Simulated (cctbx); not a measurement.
# Accept or mend?

Cell a = 13.7670 Å, b = 13.7670 Å, c = 4.1970 Å, α = 90.00°, β = 90.00°, γ = 90.00°; space group P4/mbm (no. 127).

The data are simulated with cctbx, not measured: Mo Kα, λ = 0.71073 Å, to d = 0.77 Å, 50 % of the full sphere, strongest reflection 5000 counts, noise from counting, a 6 % proportional error and a noise floor of 4 counts (s.d.); no absorption, and some extinction, which the refinements don't model.

An isotropic refinement with weights 1/σ² prints:

```text
Rint 0.067, 547 unique reflections to 0.77 A
cycle     R1     wR2    GooF  max shift (A)
   1  0.5467  0.8449  17.507   0.69497
   4  0.0239  0.0517   1.071   0.00003
final R1 0.0239 wR2 0.0517 GooF 1.071  parameters 19  data/parameter 28.8
atom        x        y        z      Ueq    occ   su(xyz)  su(Uiso or U11)
Bi1    0.41911  0.28467  0.00000   0.0019  1.000  0.00003  0.0001
Bi2    0.00000  0.50000  0.00000   0.0035  1.000  0.00000  0.0002
Nd1    0.50000  0.50000  0.50000   0.0031  1.000  0.00000  0.0002
Na1    0.82783  0.67217  0.50000   0.0044  1.000  0.00032  0.0011
O1     0.50624  0.15816  0.00000   0.0078  1.000  0.00060  0.0016
O2     0.36994  0.44094  0.00000   0.0096  1.000  0.00063  0.0016
O3     0.00000  0.50000  0.50000   0.0073  1.000  0.00000  0.0030
O4     0.27325  0.22675  0.00000   0.0072  1.000  0.00059  0.0021
O5     0.41483  0.31851  0.50000   0.0038  1.000  0.00056  0.0014
difference map: max 2.21 min -3.76 rms 0.50
Q1    0.0880  0.7911  0.1184   16    2.27  0.51 A from Bi1
Q2    0.0804  0.1528  0.5000    8    1.92  1.67 A from O5
Q3    0.0842  0.0803  0.5000    8    1.82  1.34 A from O5
Q4    0.0145  0.0766  0.5000    8    1.78  1.07 A from Nd1
Q5    0.1519  0.7497  0.0000    8    1.71  1.08 A from O4
Q6    0.0149  0.7459  0.5000    8    1.71  1.39 A from O5
```

**Question.** Can this result stand? If not, what is the likely fault?

It can stand. The set-up had a fault (start far from the minimum), but the refinement still reached the right minimum: R1 = 0.0239, wR2 = 0.0517, GooF = 1.07 against R1 = 0.0239, wR2 = 0.0517, GooF = 1.07 for the right model.

The compound is Na2NdBi5O15. The right model at the same level gives:

```text
Rint 0.067, 547 unique reflections to 0.77 A
cycle     R1     wR2    GooF  max shift (A)
   1  0.1567  0.3343   6.926   0.15339
   2  0.0239  0.0517   1.071   0.00007
final R1 0.0239 wR2 0.0517 GooF 1.071  parameters 19  data/parameter 28.8
atom        x        y        z      Ueq    occ   su(xyz)  su(Uiso or U11)
Bi1    0.41911  0.28467  0.00000   0.0019  1.000  0.00003  0.0001
Bi2    0.00000  0.50000  0.00000   0.0035  1.000  0.00000  0.0002
Nd1    0.50000  0.50000  0.50000   0.0031  1.000  0.00000  0.0002
Na1    0.82783  0.67217  0.50000   0.0044  1.000  0.00032  0.0011
O1     0.50624  0.15816  0.00000   0.0078  1.000  0.00060  0.0016
O2     0.36994  0.44094  0.00000   0.0096  1.000  0.00063  0.0016
O3     0.00000  0.50000  0.50000   0.0073  1.000  0.00000  0.0030
O4     0.27325  0.22675  0.00000   0.0072  1.000  0.00059  0.0021
O5     0.41483  0.31851  0.50000   0.0038  1.000  0.00056  0.0014
difference map: max 2.21 min -3.76 rms 0.50
Q1    0.0880  0.7911  0.1184   16    2.27  0.51 A from Bi1
Q2    0.0804  0.1528  0.5000    8    1.92  1.67 A from O5
Q3    0.0842  0.0803  0.5000    8    1.82  1.34 A from O5
Q4    0.0145  0.0766  0.5000    8    1.78  1.07 A from Nd1
Q5    0.1519  0.7497  0.0000    8    1.71  1.08 A from O4
Q6    0.0149  0.7459  0.5000    8    1.71  1.39 A from O5
```

The model was made for the exercise: a known structure type with other elements put in, its volume estimated, not relaxed; displacement parameters are assumed.

[Middle refinement cycles are left out of these outputs.]

[Logs are printed without paths, hosts, clocks, repeated set-up lines and the standing remarks that a program may print on its own settings, such as how far it seeks lower states.]
